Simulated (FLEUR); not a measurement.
**Collinear magnetic orders of free Ni(001) film, 3 layers with FLEUR**

Aim: find out whether free Ni(001) film, 3 layers carries moments, and which collinear order costs least.

Main program and level: FLEUR MaX-R8.1; LDA (VWN); all-electron FLAPW film, Dirac cores, scalar-relativistic bands.

## (1) The structure

The cell holds 3 atoms: 3 Ni. Its edges and angles: a = 2.492 Å, b = 2.492 Å, c = 17.524 Å, α = 90.0°, β = 90.0°, γ = 90.0°. Layers at typed spacings, unrelaxed. Vacuum lies along c.

## (2) Run 1 (ferro +++)

The parallel start is the test of whether parallel moments hold.

inpgen writes inp.xml from crystal.txt; cutoffs, mixing, functional, smearing and local orbitals are then set in the file. The k list default-1 (kpts.xml, not shown) is a Γ-centred 12×12×1 mesh; where the ranks do not divide the number of points, some are split in two of half the weight.

Input file inp.xml:

```
<?xml version="1.0" encoding="UTF-8" standalone="no"?>
<fleurInput fleurInputVersion="0.39">
   <comment>
      Ni
   </comment>
   <calculationSetup>
      <cutoffs Kmax="3.66" Gmax="11.0" GmaxXC="11.0" numbands="0"/>
      <scfLoop itmax="120" minDistance="0.00002" maxIterBroyd="15" imix="Anderson" alpha="0.03" precondParam="0.0" spinf="2.0" sdNocoIR="T"/>
      <coreElectrons ctail="T" frcor="F" kcrel="1" coretail_lmax="0"/>
      <xcFunctional name="vwn" relativisticCorrections="F"/>
      <magnetism jspins="2"/>
      <soc l_soc="F" theta="0.0" phi="0.0" spav="F"/>
      <expertModes spex="0" secvar="F"/>
      <geometryOptimization l_f="F" forcealpha="1.0" forcemix="BFGS" epsdisp="0.00001" epsforce="0.00001"/>
      <ldaU l_linMix="F" mixParam="0.05" spinf="1.0"/>
   </calculationSetup>
   <cell>
      <bzIntegration valenceElectrons="54.0" mode="hist" fermiSmearingEnergy="0.00183747">
         <kPointListSelection listName="default-1"/>
         <xi:include xmlns:xi="http://www.w3.org/2001/XInclude" href="kpts.xml"> </xi:include>
      </bzIntegration>
      <xi:include xmlns:xi="http://www.w3.org/2001/XInclude" href="sym.xml"> </xi:include>
      <filmLattice scale="1.0" dVac="11.94" dTilda="14.44">
         <bravaisMatrixFilm>
            <row-1>    4.7086305846658192     0.0000000000000000</row-1>
            <row-2>    0.0000000000000000     4.7086305846658192</row-2>
         </bravaisMatrixFilm>
         <vacuumEnergyParameters vacuum="1" spinUp="-.25" spinDown="-.25"/>
      </filmLattice>
   </cell>
   <atomSpecies>
      <species name="Nickel (Ni1.000" element="Ni" atomicNumber="28">
         <mtSphere radius="2.24" gridPoints="741" logIncrement="0.016"/>
         <atomicCutoffs lmax="8" lnonsphr="6"/>
         <electronConfig flipSpins="F">
            <coreConfig>(1s1/2) (2s1/2) (2p1/2) (2p3/2)</coreConfig>
            <valenceConfig>(3s1/2) (3p1/2) (3p3/2) (4s1/2) (3d3/2) (3d5/2)</valenceConfig>
            <stateOccupation state="(3d3/2)" spinUp="1.6" spinDown="1.6"/>
            <stateOccupation state="(3d5/2)" spinUp="2.9" spinDown="1.9"/>
         </electronConfig>
         <energyParameters s="4" p="4" d="3" f="4"/>
         <lo type="SCLO" l="0" n="3" eDeriv="0"/>
         <lo type="SCLO" l="1" n="3" eDeriv="0"/>
      </species>
   </atomSpecies>
   <atomGroups>
      <atomGroup species="Nickel (Ni1.000">
         <filmPos label="                   1">.0000000000 .0000000000 -3.3294998105</filmPos>
         <filmPos label="                   3">.0000000000 .0000000000 3.3294998105</filmPos>
         <force calculate="T" relaxXYZ="TTT"/>
      </atomGroup>
      <atomGroup species="Nickel (Ni1.000">
         <filmPos label="                   2">1.000/2.000 1.000/2.000 .0000000000</filmPos>
         <force calculate="T" relaxXYZ="TTT"/>
      </atomGroup>
   </atomGroups>
   <output dos="F" band="F" slice="F">
      <bandDOS minEnergy="-.5*Htr" maxEnergy="0.5*Htr" sigma="0.015" storeEVData="T"/>
      <plotting iplot="0" polar="F">
         <plot TwoD="T" vec1="  1.0  0.0  0.0" vec2="  0.0  1.0  0.0" vec3="  0.0  0.0  1.0" zero="  0.0  0.0 -0.5" file="plot"/>
      </plotting>
      <moessbauerParams electricFieldGradient="F" isomerShift="T" coreHyperfine="T" valenceHyperfine="T"/>
   </output>
</fleurInput>
```

Input file crystal.txt:

```
Ni
&input film=T cartesian=F /
2.49170000000  0.00000000000  0.00000000000
0.00000000000  2.49170000000  0.00000000000
0.00000000000  0.00000000000  1.00000000000
1.8897261246
1.0 1.0 1.0

3
28 0.00000000000  0.00000000000  -3.32949981046 : 1.000
28 0.50000000000  0.50000000000  0.00000000000 : 1.000
28 0.00000000000  0.00000000000  3.32949981046 : 1.000

&kpt div1=12 div2=12 div3=1 gamma=T /
```

Started as:

```console
OMP_NUM_THREADS=1 inpgen -f crystal.txt > inpgen.log  # inp.xml is then edited as shown
OMP_NUM_THREADS=1 mpirun -n 4 fleur_MPI > fleur.log
```

Output:

```text
Welcome to FLEUR        (www.flapw.de)
      MaX-Release 8.1          (www.max-centre.eu)

 ========== k-point set info ==========
 Selected k-point list: default-1
 k-point list type: mesh
 12 x 12 x 1
 Number of k points: 28

 ------------Calculation Setup---------------------------
 Number of MPI-tasks      :            4
 Number of PE/node        :            4
 Number of OMP-threads    :            1
 k-points in parallel     :            4
 pe's per k-point         :            1
 No of k-point loops      :            7
 Eigenvalue solver        :       lapack
 Number of basis functions:          292
 Approximate size of matrices (H+S) per k-point:         0.001 GB
 --------------------------------------------------------
 [... lines of the core solver left out ...]
 Iteration:     1   Distance:      21.54074436 me/bohr^3
 [... lines of the core solver left out ...]
 Iteration:     2   Distance:      15.17973123 me/bohr^3
 [... lines of the core solver left out ...]
 Iteration:     3   Distance:      16.24826979 me/bohr^3
 [... lines of the core solver left out ...]
 Iteration:     4   Distance:      16.33927710 me/bohr^3
 [... lines of the core solver left out ...]
 Iteration:     5   Distance:       8.00840163 me/bohr^3
 [... lines of the core solver left out ...]
 Iteration:     6   Distance:       7.72253934 me/bohr^3
 [... lines of the core solver left out ...]
 Iteration:     7   Distance:       5.83736958 me/bohr^3
 [... lines of the core solver left out ...]
[... rest left out ...]

--- out.xml (last complete iteration) ---
<iteration numberForCurrentRun="   32" overallNumber="   32">
         <energyParameters units="Htr">
            <atomicEP atomType="1" spin="1" branch="4s" branchLowest="-3.95" branchHighest="1.27" value="-0.3067434054"/>
            <atomicEP atomType="1" spin="1" branch="4p" branchLowest="-2.51" branchHighest="1.88" value="-0.1603854750"/>
            <atomicEP atomType="1" spin="1" branch="3d" branchLowest="-9.99" branchHighest="-0.15" value="-0.2583474320"/>
            <atomicEP atomType="1" spin="1" branch="4f" branchLowest="-9.99" branchHighest="3.24" value="0.1634899546"/>
            <loAtomicEP atomType="1" spin="1" branch="3s" branchLowest="-35.89" branchHighest="-3.95" value="-3.9590598351"/>
            <loAtomicEP atomType="1" spin="1" branch="3p" branchLowest="-30.90" branchHighest="-2.51" value="-2.5197995569"/>
            <atomicEP atomType="2" spin="1" branch="4s" branchLowest="-3.97" branchHighest="1.26" value="-0.3312551298"/>
            <atomicEP atomType="2" spin="1" branch="4p" branchLowest="-2.52" branchHighest="1.87" value="-0.1871833975"/>
            <atomicEP atomType="2" spin="1" branch="3d" branchLowest="-9.99" branchHighest="-0.16" value="-0.2715388118"/>
            <atomicEP atomType="2" spin="1" branch="4f" branchLowest="-9.99" branchHighest="3.23" value="0.1353006733"/>
            <loAtomicEP atomType="2" spin="1" branch="3s" branchLowest="-35.90" branchHighest="-3.97" value="-3.9714123015"/>
            <loAtomicEP atomType="2" spin="1" branch="3p" branchLowest="-30.91" branchHighest="-2.52" value="-2.5317883433"/>
            <vacuumEP vacuum="1" spin="1" vzIR="-0.2553517057" vzInf="-0.0000234857" value="-0.2500234857"/>
            <atomicEP atomType="1" spin="2" branch="4s" branchLowest="-3.92" branchHighest="1.28" value="-0.3053531333"/>
            <atomicEP atomType="1" spin="2" branch="4p" branchLowest="-2.47" branchHighest="1.89" value="-0.1603595042"/>
            <atomicEP atomType="1" spin="2" branch="3d" branchLowest="-9.99" branchHighest="-0.12" value="-0.2338505364"/>
            <atomicEP atomType="1" spin="2" branch="4f" branchLowest="-9.99" branchHighest="3.25" value="0.1625881956"/>
            <loAtomicEP atomType="1" spin="2" branch="3s" branchLowest="-35.87" branchHighest="-3.92" value="-3.9265661280"/>
            <loAtomicEP atomType="1" spin="2" branch="3p" branchLowest="-30.88" branchHighest="-2.47" value="-2.4883380369"/>
            <atomicEP atomType="2" spin="2" branch="4s" branchLowest="-3.94" branchHighest="1.27" value="-0.3321988976"/>
            <atomicEP atomType="2" spin="2" branch="4p" branchLowest="-2.49" branchHighest="1.88" value="-0.1894131459"/>
            <atomicEP atomType="2" spin="2" branch="3d" branchLowest="-9.99" branchHighest="-0.13" value="-0.2498010349"/>
            <atomicEP atomType="2" spin="2" branch="4f" branchLowest="-9.99" branchHighest="3.24" value="0.1321961061"/>
            <loAtomicEP atomType="2" spin="2" branch="3s" branchLowest="-35.89" branchHighest="-3.94" value="-3.9414638189"/>
            <loAtomicEP atomType="2" spin="2" branch="3p" branchLowest="-30.90" branchHighest="-2.49" value="-2.5028447306"/>
            <vacuumEP vacuum="1" spin="2" vzIR="-0.2559629990" vzInf="-0.0000234857" value="-0.2500234857"/>
         </energyParameters>
         <bandgap value="0.0000281859" units="eV"/>
         <sumValenceSingleParticleEnergies value="-76.7752968254" units="Htr"/>
         <FermiEnergy value="-0.1933539129" units="Htr"/>
         <valenceDensity>
            <mtCharges spin="1">
               <mtCharge atomType="1" total="8.8041628" s="1.1970191" p="3.1179775" d="4.4792769" f="0.0074820"/>
               <mtCharge atomType="2" total="8.8256889" s="1.2013159" p="3.1748611" d="4.4341150" f="0.0117619"/>
            </mtCharges>
            <mtCharges spin="2">
               <mtCharge atomType="1" total="8.0500651" s="1.1958348" p="3.1267748" d="3.7175799" f="0.0075462"/>
               <mtCharge atomType="2" total="8.1543289" s="1.2053896" p="3.1886218" d="3.7442647" f="0.0124897"/>
            </mtCharges>
            <spinDependentCharge spin="1" total="28.0544293" interstitial="1.5271866" mtSpheres="26.4340145" vacuum1="0.0466141"/>
            <spinDependentCharge spin="2" total="25.9455710" interstitial="1.5941036" mtSpheres="24.2544591" vacuum1="0.0485041"/>
            <totalCharge value="54.0000002470"/>
         </valenceDensity>
         <allElectronCharges>
            <spinDependentCharge spin="1" total="43.0544341" interstitial="1.5271866" mtSpheres="41.4340194" vacuum1="0.0466141"/>
            <spinDependentCharge spin="2" total="40.9455661" interstitial="1.5941036" mtSpheres="39.2544543" vacuum1="0.0485041"/>
            <totalCharge value="84.0000002481"/>
         </allElectronCharges>
         <magneticMomentsInMTSpheres units="muBohr">
            <globalMagMoment atomType="1" vec="0.00000   0.00000   0.75410"/>
            <localMagMoment atomType="1" vec="0.00000   0.00000   0.75410"/>
            <globalMagMoment atomType="2" vec="0.00000   0.00000   0.67136"/>
            <localMagMoment atomType="2" vec="0.00000   0.00000   0.67136"/>
         </magneticMomentsInMTSpheres>
         <moessbauerParams unitsHFF="kG" unitsIS="e/bohr^3" unitsEFG="Htr/bohr^2">
            <coreHyperfineField atomType="1" hffTotal="-217.05564" isTotal="19326.87576">
               <shell n="1" l="0" hff="-9.08499" isomerShift="17620.45576"/>
               <shell n="2" l="0" hff="-208.81041" isomerShift="1695.40302"/>
               <shell n="2" l="1" hff="0.83975" isomerShift="11.01699"/>
            </coreHyperfineField>
            <coreHyperfineField atomType="2" hffTotal="-201.85032" isTotal="19326.74145">
               <shell n="1" l="0" hff="-8.47377" isomerShift="17620.37912"/>
               <shell n="2" l="0" hff="-194.15946" isomerShift="1695.34624"/>
               <shell n="2" l="1" hff="0.78291" isomerShift="11.01609"/>
            </coreHyperfineField>
            <isomerShift atomType="1" nucleusRadius="0.0000918" averageDensity="19584.67841"/>
            <isomerShift atomType="2" nucleusRadius="0.0000918" averageDensity="19584.88247"/>
         </moessbauerParams>
         <totalEnergy value="    -4555.1325657365" units="Htr">
            <sumOfEigenvalues value="    -2654.2676121079">
               <coreElectrons value="-2577.4923152824"/>
               <valenceElectrons value="-76.7752968254"/>
            </sumOfEigenvalues>
            <densityCoulombPotentialIntegral value="-7036.9521375022"/>
            <densityEffectivePotentialIntegral value="-7279.5505672275"/>
            <chargeDenXCDenIntegral value="-183.2456318681"/>
            <FockExchangeEnergyValence value="0.0000000000"/>
            <FockExchangeEnergyCore value="0.0000000000"/>
            <atomTypeDependentContributions atomType="1">
               <electronNucleiInteractionDifferentMTs value="3643.2765454760"/>
               <MadelungTerm value="-9.2920028789"/>
            </atomTypeDependentContributions>
            <atomTypeDependentContributions atomType="2">
               <electronNucleiInteractionDifferentMTs value="1822.3787826957"/>
               <MadelungTerm value="-3.7464891863"/>
            </atomTypeDependentContributions>
            <tkbTimesEntropy value="0.0017661378"/>
            <freeEnergy value="-4555.1343318743"/>
            <extrapolationTo0K value="-4555.1334488054"/>
         </totalEnergy>
         <densityConvergence units="me/bohr^3">
            <chargeDensity spin="1" distance="0.0000080750"/>
            <chargeDensity spin="2" distance="0.0000077834"/>
            <overallChargeDensity distance="0.0000056078"/>
            <spinDensity distance="0.0000148367"/>
         </densityConvergence>
      </iteration>
```

The job ended after 37 s (4 MPI ranks of Arm Neoverse N1, shared host; peak memory 0.23 GiB).

Spin moment in the muffin-tin sphere by atom:

| atom | spin moment in the muffin-tin sphere (μB) |
| --- | --- |
| Ni1 | 0.754 |
| Ni2 | 0.671 |
| Ni3 | 0.754 |

Read from the output:

```
free energy                                                       : -123951.5197 eV
program's band gap on this mesh (in a metal only a level spacing) : 2.82e-5 eV
magnetization                                                     : 2.109 μB
final state                                                       : ferromagnetic
```

After 32 cycles the largest moment stands at 0.754 μB.

## (3) Start 2: ferri +-+

Reversing part of the moments tests the sign of the couplings between them.

inp.xml: that of step 2 with these lines changed.

```diff
@@ -44,2 +44,15 @@
       </species>
+      <species name="Nickel (Ni-1.000" element="Ni" atomicNumber="28">
+         <mtSphere radius="2.24" gridPoints="741" logIncrement="0.016"/>
+         <atomicCutoffs lmax="8" lnonsphr="6"/>
+         <electronConfig flipSpins="F">
+            <coreConfig>(1s1/2) (2s1/2) (2p1/2) (2p3/2)</coreConfig>
+            <valenceConfig>(3s1/2) (3p1/2) (3p3/2) (4s1/2) (3d3/2) (3d5/2)</valenceConfig>
+            <stateOccupation state="(3d3/2)" spinUp="1.6" spinDown="1.6"/>
+            <stateOccupation state="(3d5/2)" spinUp="1.9" spinDown="2.9"/>
+         </electronConfig>
+         <energyParameters s="4" p="4" d="3" f="4"/>
+         <lo type="SCLO" l="0" n="3" eDeriv="0"/>
+         <lo type="SCLO" l="1" n="3" eDeriv="0"/>
+      </species>
    </atomSpecies>
@@ -51,3 +64,3 @@
       </atomGroup>
-      <atomGroup species="Nickel (Ni1.000">
+      <atomGroup species="Nickel (Ni-1.000">
          <filmPos label="                   2">1.000/2.000 1.000/2.000 .0000000000</filmPos>
```

crystal.txt: that of step 2 with these lines changed.

```diff
@@ -10,3 +10,3 @@
 28 0.00000000000  0.00000000000  -3.32949981046 : 1.000
-28 0.50000000000  0.50000000000  0.00000000000 : 1.000
+28 0.50000000000  0.50000000000  0.00000000000 : -1.000
 28 0.00000000000  0.00000000000  3.32949981046 : 1.000
```

Output:

```text
[banner, memory and clock lines left out]
Welcome to FLEUR        (www.flapw.de)
      MaX-Release 8.1          (www.max-centre.eu)

 ========== k-point set info ==========
 Selected k-point list: default-1
 k-point list type: mesh
 12 x 12 x 1
 Number of k points: 28

 ------------Calculation Setup---------------------------
 Number of PE/node        :            4
 Number of OMP-threads    :            1
 k-points in parallel     :            4
 pe's per k-point         :            1
 No of k-point loops      :            7
 Eigenvalue solver        :       lapack
 Number of basis functions:          292
 Approximate size of matrices (H+S) per k-point:         0.001 GB
 [... lines of the core solver left out ...]
 Iteration:     1   Distance:      22.82477777 me/bohr^3
 [... lines of the core solver left out ...]
 Iteration:     2   Distance:      19.73901331 me/bohr^3
 [... lines of the core solver left out ...]
 Iteration:     3   Distance:      18.86236790 me/bohr^3
 [... lines of the core solver left out ...]
 Iteration:     4   Distance:      20.51832293 me/bohr^3
 [... lines of the core solver left out ...]
 Iteration:     5   Distance:      17.92499208 me/bohr^3
 [... lines of the core solver left out ...]
 Iteration:     6   Distance:      17.88427343 me/bohr^3
 [... lines of the core solver left out ...]
 Iteration:     7   Distance:      16.01853224 me/bohr^3
 [... lines of the core solver left out ...]
[... rest left out ...]

--- out.xml (last complete iteration) ---
<iteration numberForCurrentRun="   42" overallNumber="   42">
         [... left out ...]
         <bandgap value="0.0000281593" units="eV"/>
         <sumValenceSingleParticleEnergies value="-76.7752983249" units="Htr"/>
         <FermiEnergy value="-0.1933539424" units="Htr"/>
         <valenceDensity>
            <mtCharges spin="1">
               <mtCharge atomType="1" total="8.8041628" s="1.1970191" p="3.1179775" d="4.4792769" f="0.0074820"/>
               <mtCharge atomType="2" total="8.8256887" s="1.2013159" p="3.1748611" d="4.4341148" f="0.0117619"/>
            </mtCharges>
            <mtCharges spin="2">
               <mtCharge atomType="1" total="8.0500650" s="1.1958348" p="3.1267748" d="3.7175798" f="0.0075462"/>
               <mtCharge atomType="2" total="8.1543293" s="1.2053896" p="3.1886218" d="3.7442651" f="0.0124897"/>
            </mtCharges>
            <spinDependentCharge spin="1" total="28.0544292" interstitial="1.5271866" mtSpheres="26.4340144" vacuum1="0.0466141"/>
            <spinDependentCharge spin="2" total="25.9455710" interstitial="1.5941036" mtSpheres="24.2544592" vacuum1="0.0485041"/>
            <totalCharge value="54.0000002470"/>
         </valenceDensity>
         [... left out ...]
         <magneticMomentsInMTSpheres units="muBohr">
            <globalMagMoment atomType="1" vec="0.00000   0.00000   0.75410"/>
            <localMagMoment atomType="1" vec="0.00000   0.00000   0.75410"/>
            <globalMagMoment atomType="2" vec="0.00000   0.00000   0.67136"/>
            <localMagMoment atomType="2" vec="0.00000   0.00000   0.67136"/>
         </magneticMomentsInMTSpheres>
         [... left out ...]
         <totalEnergy value="    -4555.1325657354" units="Htr">
            <sumOfEigenvalues value="    -2654.2676143636">
               <coreElectrons value="-2577.4923160387"/>
               <valenceElectrons value="-76.7752983249"/>
            </sumOfEigenvalues>
            <densityCoulombPotentialIntegral value="-7036.9521394503"/>
            <densityEffectivePotentialIntegral value="-7279.5505692024"/>
            <chargeDenXCDenIntegral value="-183.2456318886"/>
            <FockExchangeEnergyValence value="0.0000000000"/>
            <FockExchangeEnergyCore value="0.0000000000"/>
         [... left out ...]
            <tkbTimesEntropy value="0.0017661378"/>
            <freeEnergy value="-4555.1343318733"/>
            <extrapolationTo0K value="-4555.1334488043"/>
         </totalEnergy>
         <densityConvergence units="me/bohr^3">
            <chargeDensity spin="1" distance="0.0000061234"/>
            <chargeDensity spin="2" distance="0.0000115298"/>
            <overallChargeDensity distance="0.0000105612"/>
            <spinDensity distance="0.0000151436"/>
         </densityConvergence>
      </iteration>
```

Wall time 53 s (4 MPI ranks); peak memory 0.23 GiB; 3.5 min of CPU time.

Spin moment in the muffin-tin sphere by atom:

| atom | spin moment in the muffin-tin sphere (μB) |
| --- | --- |
| Ni1 | 0.754 |
| Ni2 | 0.671 |
| Ni3 | 0.754 |

This step gave:

```yaml
free_energy: -123951.5197 eV
program_s_band_gap_on_this_mesh_in_a_metal_only_a_level_spacing: 2.82e-5 eV
magnetization: 2.109 μB
final_state: ferromagnetic
```

The typed pattern was not kept: a seeded moment turned or collapsed.

It lies level with the first start, and its largest moment is 0.754 μB against 0.754 μB.

(Continued in part 2 of 2.)

[Logs and program files are shortened in this print: banners, set-up blocks, solver, clock and traceback lines can be left out without a mark of their own.]

[Logs are printed without paths, hosts, clocks, repeated set-up lines and the standing remarks that a program may print on its own settings, such as how far it seeks lower states.]

[Hosts, paths, dates, database ids (printed as entryN), source tags and the programs' standing remarks are cut or masked in the printed files.]

[Where a cell is said to come from a database of computed structures, the database is the Materials Project.]
